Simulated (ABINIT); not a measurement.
# A GW chain in ABINIT: NiO2 (P-3m1)

Aim: the G0W0 gap of NiO2 (P-3m1) on LDA, step by step.

Main program and level: ABINIT 10.8.3; LDA and many-body steps on it, plane waves.

**1. Starting point**

The structure is trigonal, space group P-3m1 (No. 164). The conventional cell has a = 2.799 Å, b = 2.799 Å, c = 4.618 Å, α = 90.00°, β = 90.00°, γ = 120.00°. Nearest to Ni lie 6 O at 1.88 Å. Nearest to O lie 3 Ni at 1.88 Å. Farther neighbours, and contacts between anions beyond the nearest, are not listed.

The cell and positions are those that the Materials Project relaxed with its own functionals (PBE, PBE+U or r2SCAN), kept fixed.

**2. Ground state**

This step: ABINIT 10.8.3; DFT, LDA, plane waves, norm-conserving pseudopotentials.

The ground-state density comes first.

File run.abi:

```
acell 3*1.0 Angstrom
rprim 
  2.798781865034 -0.000000000008 0.000000000000
  -1.399390932510 2.423816194775 0.000000000000
  0.000000000000 0.000000000000 4.618273000000
ntypat 2
znucl 28 8
natom 3
typat 1 2 2
xred 
  0.000000000000 0.000000000000 0.500000000000
  0.666666666667 0.333333333333 0.706039000000
  0.333333333333 0.666666666667 0.293961000000
pp_dirpath "pseudos"
pseudos "Ni.upf, O.upf"
ecut 45
ngkpt 9 9 4
nshiftk 1
shiftk 0 0 0
kptopt 1
chksymbreak 0
nband 20
occopt 1
tolvrs 1e-10
nstep 60
prtwf 0
optforces 0
optstress 0
indata_prefix "in"
outdata_prefix "out"
tmpdata_prefix "tmp"
```

Run with:

```
OMP_NUM_THREADS=1 mpirun -n 4 abinit run.abi > log
```

Output:

```text
.Version 10.8.3 of ABINIT. v10.8.2 released Aug 2026.

 Symmetries : space group P-3 m 1 (#164); Bravais hP (primitive hexag.)
================================================================================
 Values of the parameters that define the memory need of the present run
     intxc =       0    ionmov =       0      iscf =       7    lmnmax =       6
     lnmax =       6     mgfft =      54  mpssoang =       3    mqgrid =    3001
     natom =       3  nloc_mem =       1    nspden =       1   nspinor =       1
    nsppol =       1      nsym =      12    n1xccc =    2501    ntypat =       2
    occopt =       1   xclevel =       1
-    mband =          20        mffmem =           1         mkmem =          11
       mpw =        3078          nfft =       55296          nkpt =          43
================================================================================
  Rough estimation (10% accuracy) of disk space for files :
================================================================================

--------------------------------------------------------------------------------
------------- Echo of variables that govern the present computation ------------
--------------------------------------------------------------------------------
 -outvars: echo values of preprocessed input variables --------
            acell      1.8897261259E+00  1.8897261259E+00  1.8897261259E+00 Bohr

      chksymbreak           0
             ecut      4.50000000E+01 Hartree
-          fftalg         312

              ixc       -1012
              kpt      0.00000000E+00  0.00000000E+00  0.00000000E+00
                       1.11111111E-01  0.00000000E+00  0.00000000E+00
                       2.22222222E-01  0.00000000E+00  0.00000000E+00
                       3.33333333E-01  0.00000000E+00  0.00000000E+00
                       4.44444444E-01  0.00000000E+00  0.00000000E+00
                       1.11111111E-01  1.11111111E-01  0.00000000E+00
                       2.22222222E-01  1.11111111E-01  0.00000000E+00
                       3.33333333E-01  1.11111111E-01  0.00000000E+00
                       4.44444444E-01  1.11111111E-01  0.00000000E+00
   [... 32 further rows ...]
                       3.33333333E-01  2.22222222E-01  5.00000000E-01
                       3.33333333E-01  3.33333333E-01  5.00000000E-01
         kptrlatt        9    0    0      0    9    0      0    0    4
          kptrlen      3.49090846E+01
P           mkmem          11
            natom           3
            nband          20
            ngfft          32      32      54
             nkpt          43
            nstep          60
             nsym          12
           ntypat           2
              occ      2.000000  2.000000  2.000000  2.000000  2.000000  2.000000
                       2.000000  2.000000  2.000000  2.000000  2.000000  2.000000
                       2.000000  2.000000  2.000000  0.000000  0.000000  0.000000
                       0.000000  0.000000
        optforces           0
        optstress           0
            prtwf           0
            rprim      2.7987818650E+00 -8.0000000000E-12  0.0000000000E+00
[...]
spgroup         164

           tolvrs      1.00000000E-10

             xred      0.0000000000E+00  0.0000000000E+00  5.0000000000E-01
[...]
znucl       28.00000    8.00000

================================================================================

 chkinp: Checking input parameters for consistency.

================================================================================
== DATASET  1 ==================================================================
-   mpi_nproc: 4, omp_nthreads: 1 (-1 if OMP is not activated)

--- !DatasetInfo
iteration_state: {dtset: 1, }
dimensions: {natom: 3, nkpt: 43, mband: 20, nsppol: 1, nspinor: 1, nspden: 1, mpw: 3078, }
cutoff_energies: {ecut:  45.0, pawecutdg:  -1.0, }
electrons: {nelect:   3.00000000E+01, charge:   0.00000000E+00, occopt:   1.00000000E+00, tsmear:   1.00000000E-02, }

 Real(R)+Recip(G) space primitive vectors, cartesian coordinates (Bohr,Bohr^-1):
 R(1)=  5.2889312  0.0000000  0.0000000  G(1)=  0.1890741  0.1091620  0.0000000
 R(2)= -2.6444656  4.5803488  0.0000000  G(2)=  0.0000000  0.2183240  0.0000000
 R(3)=  0.0000000  0.0000000  8.7272711  G(3)=  0.0000000  0.0000000  0.1145834
 Unit cell volume ucvol=  2.1141945E+02 bohr^3
 Angles (23,13,12)=  9.00000000E+01  9.00000000E+01  1.20000000E+02 degrees

 getcut: wavevector=  0.0000  0.0000  0.0000  ngfft=  32  32  54
         ecut(hartree)=     45.000   => boxcut(ratio)=   2.00360

--- Pseudopotential description ------------------------------------------------
- Ni Generated using ONCVPSP code by D. R. Hamann
- 28.00000  18.00000  201201                  znucl, zion, pspdat
12 -1012 2 -1 1340                            pspcod,pspxc,lmax,lloc,mmax
     nproj     2     2     2
  pspatm : epsatm=   19.67681024
         --- l  ekb(1:nproj) -->
[...]
pspatm: atomic psp has been read  and splines computed

- O Generated using ONCVPSP code by D. R. Hamann
-  8.00000   6.00000  201201                  znucl, zion, pspdat
12 -1012 2 -1 926                             pspcod,pspxc,lmax,lloc,mmax
     nproj     2     2     1
  pspatm : epsatm=    6.27558587
         --- l  ekb(1:nproj) -->
[...]
2   -1.033686
 pspatm: atomic psp has been read  and splines computed

   9.66839459E+02                                ecore*ucvol(ha*bohr**3)
--------------------------------------------------------------------------------

_setup2: Arith. and geom. avg. npw (full set) are    3048.380    3048.355

================================================================================

--- !BeginCycle
iteration_state: {dtset: 1, }
solver: {iscf: 7, nstep: 60, nline: 4, wfoptalg: 0, }
tolerances: {tolvrs: 1.00E-10, }

     iter   Etot(hartree)      deltaE(h)  residm     vres2
 ETOT  1  -199.57268433745    -1.996E+02 3.956E-01 2.668E+03
 ETOT  2  -196.72659589337     2.846E+00 4.990E-02 1.928E+04
 ETOT  3  -200.36139695904    -3.635E+00 5.701E-02 1.151E+03
 ETOT  4  -200.56691953434    -2.055E-01 1.176E-02 1.593E+02
 ETOT  5  -200.58889415631    -2.197E-02 5.392E-04 4.509E+01
 ETOT  6  -200.59662724561    -7.733E-03 6.824E-04 3.687E+00
 ETOT  7  -200.59727779894    -6.506E-04 1.018E-03 8.464E-01
 ETOT  8  -200.59744753081    -1.697E-04 4.153E-04 1.261E-02
 ETOT  9  -200.59744963737    -2.107E-06 7.494E-04 1.105E-04
 ETOT 10  -200.59744965726    -1.988E-08 2.068E-04 1.711E-05
 ETOT 11  -200.59744966109    -3.830E-09 3.367E-04 7.510E-08
 ETOT 12  -200.59744966112    -3.314E-11 7.932E-05 5.966E-09
 ETOT 13  -200.59744966112     1.990E-13 1.344E-04 1.283E-09
 ETOT 14  -200.59744966111     8.441E-12 2.886E-05 2.779E-12

 At SCF step   14       vres2   =  2.78E-12 < tolvrs=  1.00E-10 =>converged.

--- !ResultsGS
iteration_state: {dtset: 1, }
comment   : Summary of ground state results
lattice_vectors:
- [  5.2889312,  -0.0000000,   0.0000000, ]
- [ -2.6444656,   4.5803488,   0.0000000, ]
- [  0.0000000,   0.0000000,   8.7272711, ]
lattice_lengths: [   5.28893,    5.28893,    8.72727, ]
lattice_angles: [ 90.000,  90.000, 120.000, ] # degrees, (23, 13, 12)
lattice_volume:   2.1141945E+02
convergence: {deltae:  8.441E-12, res2:  2.779E-12, residm:  2.886E-05, diffor:  0.000E+00, }
etotal    :  -2.00597450E+02
entropy   :   0.00000000E+00
fermie    :   1.10219697E-01
cartesian_stress_tensor: null
pressure_GPa: null
xred      :
- [  0.0000E+00,   0.0000E+00,   5.0000E-01, Ni]
- [  6.6667E-01,   3.3333E-01,   7.0604E-01,  O]
- [  3.3333E-01,   6.6667E-01,   2.9396E-01,  O]
cartesian_forces: null
force_length_stats: {min: null, max: null, mean: null, }

 Integrated electronic density in atomic spheres:
 ------------------------------------------------
 Atom  Sphere_radius  Integrated_density
[...]
2        2.00000          6.10017502
    3        2.00000          6.10017502
================================================================================

 ----iterations are completed or convergence reached----

 Mean square residual over all n,k,spin=   41.452E-09; max=  28.864E-06
 reduced coordinates (array xred) for    3 atoms
       0.000000      0.000000      0.500000
       0.666667      0.333333      0.706039
       0.333333      0.666667      0.293961
 rms dE/dt=  0.0000E+00; max dE/dt=  0.0000E+00; dE/dt below (all hartree)
    1       0.000000      0.000000      0.000000
    2       0.000000      0.000000      0.000000
    3       0.000000      0.000000      0.000000

 cartesian coordinates (angstrom) at end:
    1      0.000000     0.000000     2.309137
    2      1.399391     0.807939     3.260681
    3      4.67e-12     1.615877     1.357592
 length scales=  1.889726  1.889726  1.889726 bohr
              =  1.000000  1.000000  1.000000 angstroms
 prteigrs : about to open file out_EIG
 Fermi (or HOMO) energy (hartree) =   0.11022   Average Vxc (hartree)=  -0.43089
 Eigenvalues (hartree) for nkpt=  43  k points:
 kpt#   1, nband= 20, wtk=  0.00309, kpt=  0.0000  0.0000  0.0000 (reduced coord)
  -3.69238   -2.25359   -2.25359   -2.24464   -0.60474   -0.51214   -0.10664   -0.09668
  -0.09668    0.03246    0.03246    0.06620    0.06620    0.07832    0.09507    0.18551
   0.18551    0.38236    0.50694    0.64179
 prteigrs : prtvol=0 or 1, do not print more k-points.

--- !EnergyTerms
iteration_state     : {dtset: 1, }
comment             : Components of total free energy in Hartree
kinetic             :  1.000740E+02
hartree             :  8.709856E+01
xc                  : -2.919480E+01
Ewald energy        : -9.681001E+01
psp_core            :  4.573087E+00
local_psp           : -2.346776E+02
non_local_psp       : -3.166071E+01
total_energy        : -2.005974E+02
total_energy_eV     : -5.458535E+03
band_energy         : -2.313646E+01

== END DATASET(S) ==============================================================
================================================================================

 -outvars: echo values of variables after computation  --------
           etotal     -2.0059744966E+02
            nband          20
             nkpt          43
          spgroup         164
 [... the other variables as echoed above ...]

 Calculation completed.
```

Run time: 39 s. Hardware: 4 MPI ranks of Arm Neoverse N1, shared host; peak memory 0.31 GiB; 2.6 min of CPU time.

This step gave:

```yaml
total_energy: -5458.5347 eV
gap: 0.8748 eV
k_of_the_valence_top: 0.1111, 0, 0.5
k_of_the_conduction_bottom: 0.3333, 0, 0.25
least_direct_gap: 1.056 eV
```

The gap is indirect, with the least direct gap 0.18 eV higher.

(Part 1 of 3 ends here.)

[Long decimals in the printed logs are rounded to 6 places.]

[Logs are printed without paths, hosts, clocks, repeated set-up lines and the standing remarks that a program may print on its own settings, such as how far it seeks lower states.]

[Paths, hosts, dates, memory and timing lines, banners, echoed tables and standing remarks are left out of the program output; an Ansatz launch command may be rebuilt from the run's recorded settings. Measured values are a selection of at most five: reports struck by readers or far from the other reports are left out. None is set beside runs whose start may be inverted or whose files or cutoffs have a known fault.]

[Runs of the session that timed out or met a known fault of the program may be left out.]

[Hosts, paths, dates, database ids (printed as entryN), source tags and the programs' standing remarks are cut or masked in the printed files.]

[G0W0 gaps are taken among the corrected bands and points alone; a level outside them can change the order at an edge.]

[Where Ansatz stands beside ABINIT at settings called matched, ABINIT's density can come from a denser mesh and the files from another edition; pairs whose starting gaps differed by over 0.03 eV were left out, so agreement reads better than it is.]
